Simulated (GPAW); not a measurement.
# Mo L₃-edge XANES of Si2Mo (I4/mmm), part 3 of 4

Aim: the dependence of the Mo L₃ near-edge features of Si2Mo (I4/mmm) on volume.

GPAW 26.7.0; X-ray absorption from dipole matrix elements to empty bands, plane-wave PAW LDA.

So far. Step 4 (Spectrum with XCH, Mo atom 1): The energy difference (zero at 2545 eV) isn't read as a photon energy: for so heavy an absorber the terms left out (core spin–orbit splitting, the hole's spin, the functional's error) amount to tens of eV or more. Step 6 (Spectrum with XCH, Mo atom 1): The scaled spectrum changes by 7 % r.m.s. The highest intensity below 24 eV goes from 1.4 eV (2.96) to 1.6 eV (2.78).

The database entry behind the starting cell is an old determination (1927), so it need not match the best structure at ambient conditions.

**7. Supercell without a hole, the energy reference**

Level of this step: plane-wave PAW DFT, LDA, self-consistent field (GPAW).

The cell changes for the next run, so it gets a reference energy of its own.

The cell differs from the one that the last finished run ended in (a 6.276 → 6.342 Å, b 6.276 → 6.342 Å, c 6.276 → 6.342 Å).

File scf.py:

```python
import numpy as np
from ase import Atoms
from ase.parallel import parprint, paropen
from gpaw import GPAW, PW, FermiDirac, Mixer, MixerDif, setup_paths
from gpaw.test import gen
setup_paths.insert(0, '.')
gen('Mo', name='nch2p', xcname='LDA', corehole=(2, 1, 0), write_xml=True)
from gpaw.mpi import world
world.barrier()

atoms = Atoms('Mo5Si10',
    cell=[[1.58383728, 4.75151184, -3.89079527],
     [4.75151184, -1.58383728, -3.89079527],
     [-1.58383728, -4.75151184, -3.89079527]],
    scaled_positions=[[0, 0, 0],
     [0.2, 0.4, 0.4],
     [0.6, 0.2, 0.2],
     [0.4, 0.8, 0.8],
     [0.8, 0.6, 0.6],
     [0.333, 0, 0.333],
     [0.533, 0.4, 0.733],
     [0.933, 0.2, 0.533],
     [0.733, 0.8, 0.133],
     [0.133, 0.6, 0.933],
     [0.667, 0, 0.667],
     [0.867, 0.4, 0.067],
     [0.267, 0.2, 0.867],
     [0.067, 0.8, 0.467],
     [0.467, 0.6, 0.267]],
    pbc=True)
atoms.calc = calc = GPAW(legacy_gpaw=True, mode=PW(430, force_complex_dtype=True), xc='LDA', setups={0: 'nch2p'},
    kpts={'size': (5, 5, 5), 'gamma': True}, occupations=FermiDirac(0.1),
    charge=0, mixer=Mixer(0.1, 5, 50), maxiter=150,
    convergence={'density': 0.0001, 'eigenstates': 1e-6}, txt='scf.txt')
energy = atoms.get_potential_energy() + calc.get_reference_energy()
ef = calc.get_fermi_level()
out = dict(energy=energy, fermi=ef, forces=atoms.get_forces().tolist())
parprint(f'all-electron energy {energy:.4f} eV, Fermi level {ef:.4f} eV')
ev = np.array([[calc.get_eigenvalues(k, s) for k in range(len(calc.get_ibz_k_points()))] for s in range(calc.get_number_of_spins())])
out['homo'], out['lumo'], out['counts'] = ev[ev < ef].max(), ev[ev > ef].min(), sorted(set((ev < ef).sum((0, 2)).tolist()))
out['filled'] = (ev[:, 0] < ef).sum(1).tolist()
import json
with paropen('out.json', 'w') as f:
    json.dump(out, f)
```

Launch:

```console
OMP_NUM_THREADS=1 mpirun -n 4 gpaw python scf.py
```

Numbers of over 12 decimals in the logs are rounded to 6 here.

What it wrote:

```text
Input parameters:
  convergence: {density: 0.0001,
                eigenstates: 1e-06}
  kpts: {gamma: True,
         size: (5, 5, 5)}
  maxiter: 150
  mixer: {backend: pulay,
          beta: 0.1,
          method: separate,
          nmaxold: 5,
          weight: 50}
  mode: {ecut: 430.0,
         force_complex_dtype: True,
         name: pw}
  occupations: {fixmagmom: False,
                name: fermi-dirac,
[...]
5s(1) :    -0.158732     0.977403
4p(6) :    -1.418343     0.336432
5p(0) :    -0.042684     0.983393
4d(5) :    -0.144545     0.664974
*d    :     0.855455
--------------------------------

Diagonalizing with gridspacing h=0.050

state   all-electron     PAW
-------------------------------
4s:      -2.366080    -2.366752
4p:      -1.418343    -1.419647
4d:      -0.144545    -0.146057
*f:                    0.066505
-------------------------------
all-electron energy -628816.8052 eV, Fermi level 12.3415 eV
[key lines of the parts left out:]
Converged after 16 iterations.
Dipole moment: (-0.000000, 0.000000, 0.000000) |e|*Ang
Free energy:   -130.634476
Fermi level: 12.34146
```

The job ended after 39 s (4 MPI ranks of Intel Xeon at 2.60GHz (Ice Lake), shared host; peak memory 0.31 GiB; 2.6 min of CPU time).

Reference energy: -628816.805 eV with the cores included.

**8. Spectrum with XCH, Mo atom 1**

Shorter bonds are expected to push antibonding states and scattering resonances up, and longer ones down; the cell is scaled to test that.

Changed against the first core-hole run: volume scale from 1 to 0.97.

File xas.py:

```python
import numpy as np
from ase import Atoms
from ase.parallel import parprint, paropen
from gpaw import GPAW, PW, FermiDirac, Mixer, MixerDif, setup_paths
from gpaw.test import gen
setup_paths.insert(0, '.')
gen('Mo', name='fch2p', xcname='LDA', corehole=(2, 1, 1), write_xml=True)
from gpaw.mpi import world
world.barrier()

atoms = Atoms('Mo5Si10',
    cell=[[1.58383728, 4.75151184, -3.89079527],
     [4.75151184, -1.58383728, -3.89079527],
     [-1.58383728, -4.75151184, -3.89079527]],
    scaled_positions=[[0, 0, 0],
     [0.2, 0.4, 0.4],
     [0.6, 0.2, 0.2],
     [0.4, 0.8, 0.8],
     [0.8, 0.6, 0.6],
     [0.333, 0, 0.333],
     [0.533, 0.4, 0.733],
     [0.933, 0.2, 0.533],
     [0.733, 0.8, 0.133],
     [0.133, 0.6, 0.933],
     [0.667, 0, 0.667],
     [0.867, 0.4, 0.067],
     [0.267, 0.2, 0.867],
     [0.067, 0.8, 0.467],
     [0.467, 0.6, 0.267]],
    pbc=True)
atoms.calc = calc = GPAW(legacy_gpaw=True, mode=PW(430, force_complex_dtype=True), xc='LDA', setups={0: 'fch2p'},
    kpts={'size': (5, 5, 5), 'gamma': True}, occupations=FermiDirac(0.1),
    charge=-1, mixer=Mixer(0.1, 5, 50), maxiter=150,
    convergence={'density': 0.0001, 'eigenstates': 1e-6}, txt='scf.txt')
energy = atoms.get_potential_energy() + calc.get_reference_energy()
ef = calc.get_fermi_level()
out = dict(energy=energy, fermi=ef, forces=atoms.get_forces().tolist())
parprint(f'all-electron energy {energy:.4f} eV, Fermi level {ef:.4f} eV')
ev = np.array([[calc.get_eigenvalues(k, s) for k in range(len(calc.get_ibz_k_points()))] for s in range(calc.get_number_of_spins())])
out['homo'], out['lumo'], out['counts'] = ev[ev < ef].max(), ev[ev > ef].min(), sorted(set((ev < ef).sum((0, 2)).tolist()))
out['filled'] = (ev[:, 0] < ef).sum(1).tolist()

from ase.units import Ha
from gpaw.xas import dipole_matrix_elements
nb = int(calc.get_number_of_electrons() / 2) + 144
top, nb = nb, nb + 8 + nb // 12
nscf = calc.fixed_density(kpts={'size': (7, 7, 7), 'gamma': True}, nbands=nb,
    convergence={'bands': top, 'eigenstates': 5e-3}, maxiter=60, txt='nscf.txt')
cell = atoms.cell.array
ops = [cell.T @ U.T @ np.linalg.inv(cell.T) for U in nscf.wfs.kd.symmetry.op_scc]
E = np.arange(-6, 34, 0.1)
fwhm = np.interp(E, [4, 25], [1.78, 3.5])
Y, X, zero, highest = 0, 0, 1e9, 1e9
for spin in range(nscf.get_number_of_spins()):
    wfs = nscf.wfs
    mine = wfs.bd.get_slice()  # this rank's bands
    A = dipole_matrix_elements(wfs.setups[0])
    eps = np.zeros((wfs.kd.nibzkpts, nb))
    d = np.zeros((3, A.shape[1], wfs.kd.nibzkpts, nb), complex)
    for kpt in wfs.kpt_u:
        if kpt.s == spin and 0 in kpt.P_ani:
            eps[kpt.k, mine] = kpt.eps_n * Ha
            d[:, :, kpt.k, mine] = (kpt.weight * wfs.nspins / 2) ** 0.5 * np.inner(A, kpt.P_ani[0])
    world.sum(eps)
    world.sum(d)
    T = np.einsum('amkn,bmkn->abkn', d, d.conj()).real
    T = sum(np.einsum('ai,ijkn,bj->abkn', R, T, R) for R in ops) / len(ops)
    empty = eps > ef
    zero, highest = min(zero, eps[empty].min()), min(highest, eps[:, top - 1].min())
    lines = [(eps, T, empty)] if spin == 0 else lines + [(eps, T, empty)]
for eps, T, empty in lines:
    f = np.einsum('aakn->akn', T).reshape(3, -1)
    x = eps.ravel() - zero
    w = np.interp(x, E, fwhm) / 2.35482
    g = np.exp(-0.5 * ((E[:, None] - x) / w) ** 2) / (w * (2 * np.pi) ** 0.5)
    Y = Y + (f * empty.ravel()) @ g.T
    X = X + (f * ~empty.ravel()) @ g.T
out.update(E=E.round(2).tolist(), xas=Y.tolist(), xes=X.tolist(), zero=zero, valid=highest - zero, nk=len(eps), nb=nb)
for i in range(0, len(E), 10):
    parprint(f'{E[i]:7.2f}', *(f'{v:10.3e}' for v in Y[:, i]))
import json
with paropen('out.json', 'w') as f:
    json.dump(out, f)
```

Launch:

```console
OMP_NUM_THREADS=1 mpirun -n 4 gpaw python xas.py
```

What it wrote:

```text
Input parameters:
  charge: -1
  convergence: {density: 0.0001,
                eigenstates: 1e-06}
  kpts: {gamma: True,
         size: (5, 5, 5)}
  maxiter: 150
  mixer: {backend: pulay,
          beta: 0.1,
          method: separate,
          nmaxold: 5,
          weight: 50}
  mode: {ecut: 430.0,
         force_complex_dtype: True,
         name: pw}
  occupations: {fixmagmom: False,
[...]
*d    :     0.464782
--------------------------------

Diagonalizing with gridspacing h=0.050

state   all-electron     PAW
-------------------------------
4s:      -2.902441    -2.903099
4p:      -1.920775    -1.922004
4d:      -0.535218    -0.537058
*f:                   -0.026104
-------------------------------
all-electron energy -626271.5571 eV, Fermi level 12.5275 eV
[...]
32.00  7.118e-06  7.118e-06  8.737e-06
  33.00  7.028e-06  7.028e-06  8.794e-06
[key lines of the parts left out:]
Converged after 17 iterations.
Dipole moment: (-0.000000, 0.000000, 0.000000) |e|*Ang
Free energy:   -139.340069
Fermi level: 12.52748
```

It took 2.9 min on 4 MPI ranks; peak memory 0.66 GiB.

| E (eV) | first run | this run |
| --- | --- | --- |
| -2.0 | 0.01 | 0.01 |
| -1.0 | 0.22 | 0.21 |
| 0.0 | 1.35 | 1.27 |
| 1.0 | 2.81 | 2.68 |
| 2.0 | 2.68 | 2.66 |
| 3.0 | 2.08 | 2.07 |
| 4.0 | 1.64 | 1.65 |
| 5.0 | 1.24 | 1.26 |
| 6.0 | 1.00 | 1.04 |
| 7.0 | 0.82 | 0.85 |
| 8.0 | 0.72 | 0.74 |
| 9.0 | 0.66 | 0.69 |
| 10.0 | 0.60 | 0.64 |
| 11.0 | 0.56 | 0.59 |
| 12.0 | 0.57 | 0.58 |
| 13.0 | 0.59 | 0.60 |
| 14.0 | 0.52 | 0.54 |
| 15.0 | 0.44 | 0.44 |
| 16.0 | 0.44 | 0.42 |
| 17.0 | 0.48 | 0.45 |
| 18.0 | 0.52 | 0.50 |
| 19.0 | 0.54 | 0.54 |
| 20.0 | 0.53 | 0.54 |
| 21.0 | 0.47 | 0.49 |
| 22.0 | 0.41 | 0.43 |
| 23.0 | 0.38 | 0.38 |
| 24.0 | 0.36 | 0.36 |
| 25.0 | 0.35 | 0.34 |
| 26.0 | 0.34 | 0.34 |
| 27.0 | 0.36 | 0.34 |
| 28.0 | 0.39 | 0.37 |
| 29.0 | 0.44 | 0.40 |
| 30.0 | 0.49 | 0.45 |
| 31.0 | 0.53 | 0.49 |

Against the first run the r.m.s. difference is 3 %. The highest intensity below 24 eV stays at 1.4 eV.

The photon energy of the zero moves by -0.05 eV.

**9. Reference energy of the supercell**

The cell changes for the next run, so it gets a reference energy of its own.

The cell differs from the one that the last finished run ended in (a 6.342 → 6.470 Å, b 6.342 → 6.470 Å, c 6.342 → 6.470 Å).

scf.py: that of step 7 with these lines changed.

```diff
@@ -11,5 +11,5 @@
 atoms = Atoms('Mo5Si10',
-    cell=[[1.58383728, 4.75151184, -3.89079527],
-     [4.75151184, -1.58383728, -3.89079527],
-     [-1.58383728, -4.75151184, -3.89079527]],
+    cell=[[1.61584261, 4.84752784, -3.96941837],
+     [4.84752784, -1.61584261, -3.96941837],
+     [-1.61584261, -4.84752784, -3.96941837]],
     scaled_positions=[[0, 0, 0],
```

Launch:

```console
OMP_NUM_THREADS=1 mpirun -n 4 gpaw python scf.py
```

What it wrote:

```text
Input parameters:
  convergence: {density: 0.0001,
                eigenstates: 1e-06}
  kpts: {gamma: True,
         size: (5, 5, 5)}
  maxiter: 150
  mixer: {backend: pulay,
          beta: 0.1,
          method: separate,
          nmaxold: 5,
          weight: 50}
  mode: {ecut: 430.0,
         force_complex_dtype: True,
         name: pw}
  occupations: {fixmagmom: False,
                name: fermi-dirac,
[...]
5s(1) :    -0.158732     0.977403
4p(6) :    -1.418343     0.336432
5p(0) :    -0.042684     0.983393
4d(5) :    -0.144545     0.664974
*d    :     0.855455
--------------------------------

Diagonalizing with gridspacing h=0.050

state   all-electron     PAW
-------------------------------
4s:      -2.366080    -2.366752
4p:      -1.418343    -1.419647
4d:      -0.144545    -0.146057
*f:                    0.066505
-------------------------------
all-electron energy -628816.3918 eV, Fermi level 11.4480 eV
[key lines of the parts left out:]
Converged after 16 iterations.
Dipole moment: (-0.000000, -0.000000, -0.000000) |e|*Ang
Free energy:   -130.226301
Fermi level: 11.44801
```

The job ended after 42 s (4 MPI ranks; peak memory 0.31 GiB; 2.8 min of CPU time).

Reference energy: -628816.392 eV with the cores included.

**10. Spectrum with XCH, Mo atom 1**

Shorter bonds are expected to push antibonding states and scattering resonances up, and longer ones down; the cell is scaled to test that.

Changed against the first core-hole run: volume scale from 1 to 1.03.

xas.py: that of step 8 with these lines changed.

```diff
@@ -11,5 +11,5 @@
 atoms = Atoms('Mo5Si10',
-    cell=[[1.58383728, 4.75151184, -3.89079527],
-     [4.75151184, -1.58383728, -3.89079527],
-     [-1.58383728, -4.75151184, -3.89079527]],
+    cell=[[1.61584261, 4.84752784, -3.96941837],
+     [4.84752784, -1.61584261, -3.96941837],
+     [-1.61584261, -4.84752784, -3.96941837]],
     scaled_positions=[[0, 0, 0],
@@ -44,3 +44,3 @@
 from gpaw.xas import dipole_matrix_elements
-nb = int(calc.get_number_of_electrons() / 2) + 144
+nb = int(calc.get_number_of_electrons() / 2) + 151
 top, nb = nb, nb + 8 + nb // 12
```

Launch:

```console
OMP_NUM_THREADS=1 mpirun -n 4 gpaw python xas.py
```

What it wrote:

```text
Input parameters:
  charge: -1
  convergence: {density: 0.0001,
                eigenstates: 1e-06}
  kpts: {gamma: True,
         size: (5, 5, 5)}
  maxiter: 150
  mixer: {backend: pulay,
          beta: 0.1,
          method: separate,
          nmaxold: 5,
          weight: 50}
  mode: {ecut: 430.0,
         force_complex_dtype: True,
         name: pw}
  occupations: {fixmagmom: False,
[...]
*d    :     0.464782
--------------------------------

Diagonalizing with gridspacing h=0.050

state   all-electron     PAW
-------------------------------
4s:      -2.902441    -2.903099
4p:      -1.920775    -1.922004
4d:      -0.535218    -0.537058
*f:                   -0.026104
-------------------------------
all-electron energy -626271.0497 eV, Fermi level 11.5819 eV
[...]
32.00  7.403e-06  7.403e-06  9.269e-06
  33.00  7.324e-06  7.324e-06  8.729e-06
[key lines of the parts left out:]
Converged after 19 iterations.
Dipole moment: (-0.000000, -0.000000, -0.000000) |e|*Ang
Free energy:   -138.838751
Fermi level: 11.58193
```

Run time: 3 min. Hardware: 4 MPI ranks; peak memory 0.68 GiB; 12 min of CPU time.

| E (eV) | first run | this run |
| --- | --- | --- |
| -2.0 | 0.01 | 0.01 |
| -1.0 | 0.22 | 0.22 |
| 0.0 | 1.35 | 1.40 |
| 1.0 | 2.81 | 2.93 |
| 2.0 | 2.68 | 2.70 |
| 3.0 | 2.08 | 2.09 |
| 4.0 | 1.64 | 1.63 |
| 5.0 | 1.24 | 1.21 |
| 6.0 | 1.00 | 0.97 |
| 7.0 | 0.82 | 0.80 |
| 8.0 | 0.72 | 0.70 |
| 9.0 | 0.66 | 0.63 |
| 10.0 | 0.60 | 0.57 |
| 11.0 | 0.56 | 0.54 |
| 12.0 | 0.57 | 0.57 |
| 13.0 | 0.59 | 0.58 |
| 14.0 | 0.52 | 0.50 |
| 15.0 | 0.44 | 0.44 |
| 16.0 | 0.44 | 0.45 |
| 17.0 | 0.48 | 0.49 |
| 18.0 | 0.52 | 0.53 |
| 19.0 | 0.54 | 0.54 |
| 20.0 | 0.53 | 0.51 |
| 21.0 | 0.47 | 0.45 |
| 22.0 | 0.41 | 0.41 |
| 23.0 | 0.38 | 0.38 |
| 24.0 | 0.36 | 0.36 |
| 25.0 | 0.35 | 0.35 |
| 26.0 | 0.34 | 0.35 |
| 27.0 | 0.36 | 0.38 |
| 28.0 | 0.39 | 0.42 |
| 29.0 | 0.44 | 0.47 |
| 30.0 | 0.49 | 0.53 |
| 31.0 | 0.53 | 0.56 |

Against the first run the r.m.s. difference is 3 %. The highest intensity below 24 eV stays at 1.4 eV.

The photon energy of the zero moves by +0.04 eV.

**11. Supercell without a hole, the energy reference**

The cell changes for the next run, so it gets a reference energy of its own.

The cell differs from the one that the last finished run ended in (a 6.470 → 6.533 Å, b 6.470 → 6.533 Å, c 6.470 → 6.533 Å).

scf.py: that of step 9 with these lines changed.

```diff
@@ -11,5 +11,5 @@
 atoms = Atoms('Mo5Si10',
-    cell=[[1.61584261, 4.84752784, -3.96941837],
-     [4.84752784, -1.61584261, -3.96941837],
-     [-1.61584261, -4.84752784, -3.96941837]],
+    cell=[[1.63138052, 4.89414155, -4.0075882],
+     [4.89414155, -1.63138052, -4.0075882],
+     [-1.63138052, -4.89414155, -4.0075882]],
     scaled_positions=[[0, 0, 0],
```

Launch:

```console
OMP_NUM_THREADS=1 mpirun -n 4 gpaw python scf.py
```

What it wrote:

```text
Input parameters:
  convergence: {density: 0.0001,
                eigenstates: 1e-06}
  kpts: {gamma: True,
         size: (5, 5, 5)}
  maxiter: 150
  mixer: {backend: pulay,
          beta: 0.1,
          method: separate,
          nmaxold: 5,
          weight: 50}
  mode: {ecut: 430.0,
         force_complex_dtype: True,
         name: pw}
  occupations: {fixmagmom: False,
                name: fermi-dirac,
[...]
5s(1) :    -0.158732     0.977403
4p(6) :    -1.418343     0.336432
5p(0) :    -0.042684     0.983393
4d(5) :    -0.144545     0.664974
*d    :     0.855455
--------------------------------

Diagonalizing with gridspacing h=0.050

state   all-electron     PAW
-------------------------------
4s:      -2.366080    -2.366752
4p:      -1.418343    -1.419647
4d:      -0.144545    -0.146057
*f:                    0.066505
-------------------------------
all-electron energy -628815.8757 eV, Fermi level 11.0308 eV
[key lines of the parts left out:]
Converged after 16 iterations.
Dipole moment: (0.000000, -0.000000, -0.000000) |e|*Ang
Free energy:   -129.713627
Fermi level: 11.03080
```

It took 39 s on 4 MPI ranks; peak memory 0.32 GiB.

Reference energy: -628815.876 eV with the cores included.

(Part 3 of 4 ends here.)

[Banner, clock and machine lines of the logs are left out without a mark of their own.]

[Logs are printed without paths, hosts, clocks, repeated set-up lines and the standing remarks that a program may print on its own settings, such as how far it seeks lower states.]

[Hosts, paths, dates, database ids (printed as entryN), source tags and the programs' standing remarks are cut or masked in the printed files.]

[Lists of maxima count a maximum above −3 eV only where it reaches 4 % of the highest in the window and stands out from its surroundings by 2 % of it (1.5 % where it reaches 55 %); shoulders and weaker maxima are passed over, and of the rest the first, up to two pre-edge ones and the few strongest are named.]
